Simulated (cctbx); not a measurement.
# Reading a Patterson map

Space group Pnma (no. 62), a = 14.3190 Å, b = 6.5230 Å, c = 8.1170 Å, α = 90.00°, β = 90.00°, γ = 90.00°, content Yb8 Mn4 Ca4 S20.

The data are simulated with cctbx, not measured: Cu Kα, λ = 1.54184 Å, to d = 0.83 Å, 50 % of the full sphere, strongest reflection 5000 counts, noise from counting, a 2 % proportional error and a noise floor of 15 counts (s.d.); no absorption, some extinction.

Patterson synthesis from sharpened amplitudes, origin scaled to 1000:

```text
Patterson group P m m m
      u       v       w   height  length (A)
  0.000   0.000   0.000   1000.0     0.00
  0.360   0.500   0.500    499.0     7.32
  0.282   0.000   0.000    304.5     4.04
  0.500   0.000   0.274    293.6     7.50
  0.138   0.500   0.218    269.8     4.20
  0.218   0.000   0.272    205.8     3.83
  0.085   0.500   0.500    204.4     5.35
  0.000   0.250   0.268    101.3     2.72
  0.500   0.500   0.000     99.1     7.87
  0.415   0.500   0.250     93.0     7.07
  0.148   0.256   0.045     82.3     2.72
  0.500   0.251   0.500     80.0     8.39
  0.208   0.251   0.500     73.2     5.30
  0.350   0.252   0.230     72.9     5.60
```

**Question.** Which atom pairs make the peaks, and where is the heaviest atom?

A peak at u stands for all pairs with xi − xj = u, with weight Σ ZiZj against Σ Z² = 48420 at the origin. Peak heights follow these weights only roughly, since form factors, motion and series ripples differ, all vectors within 0.55 Å of a peak are counted as merged into it though the farther ones add only part of their weight, and F(000) is left out, which lowers the whole map:

| u | v | w | shortest length (Å) | height | 1000 ΣZiZj/ΣZ² | pairs in the cell |
| --- | --- | --- | --- | --- | --- | --- |
| 0.360 | 0.500 | 0.500 | 7.33 | 499 | 671 | 6 × Yb–Yb, 12 × S–S |
| 0.282 | 0.000 | 0.000 | 4.04 | 304 | 447 | 4 × Yb–Yb, 8 × S–S |
| 0.500 | 0.000 | 0.274 | 7.50 | 294 | 426 | 4 × Yb–Yb, 4 × S–S |
| 0.138 | 0.500 | 0.218 | 4.20 | 270 | 304 | 3 × Yb–Yb |
| 0.218 | 0.000 | 0.272 | 3.82 | 206 | 223 | 2 × Yb–Yb, 2 × Mn–Ca |
| 0.085 | 0.500 | 0.500 | 5.35 | 204 | 316 | 2 × Yb–Yb, 4 × Yb–S, 4 × S–S |
| 0.000 | 0.250 | 0.268 | 2.72 | 101 | 185 | 8 × Yb–S |
| 0.500 | 0.500 | 0.000 | 7.87 | 99 | 231 | 8 × Yb–Ca |
| 0.415 | 0.500 | 0.250 | 7.08 | 93 | 147 | 1 × Yb–Yb, 2 × Yb–S |
| 0.148 | 0.256 | 0.045 | 2.72 | 82 | 155 | 6 × Yb–S, 2 × Mn–S |

The table stops at ten peaks or at a height of 45, below which ripples compete. In the model behind the data Yb, the heaviest element, has 2 independent sites: (0.9252, 3/4, 0.5974) and (0.7081, 3/4, 0.8717), up to an allowed shift of origin; the Yb–Yb vectors are differences of these positions and their symmetry mates. The whole model:

| atom | mult. | x | y | z | Ueq (Å²) |
| --- | --- | --- | --- | --- | --- |
| Yb1 | 4 | 0.9252 | 3/4 | 0.5974 | 0.0053 |
| Yb2 | 4 | 0.7081 | 3/4 | 0.8717 | 0.0092 |
| Mn1 | 4 | 0.3435 | 3/4 | 0.3079 | 0.0226 |
| Ca1 | 4 | 0.0940 | 3/4 | 0.0689 | 0.0198 |
| S1 | 4 | 0.8995 | 3/4 | 0.9216 | 0.0091 |
| S2 | 8 | 0.2265 | 0.0052 | 0.3615 | 0.0159 |
| S3 | 8 | 0.4379 | 0.4991 | 0.1687 | 0.0213 |

This is a model crystal, built by substitution and not relaxed, with assumed displacement parameters.

[Logs are printed without paths, hosts, clocks, repeated set-up lines and the standing remarks that a program may print on its own settings, such as how far it seeks lower states.]
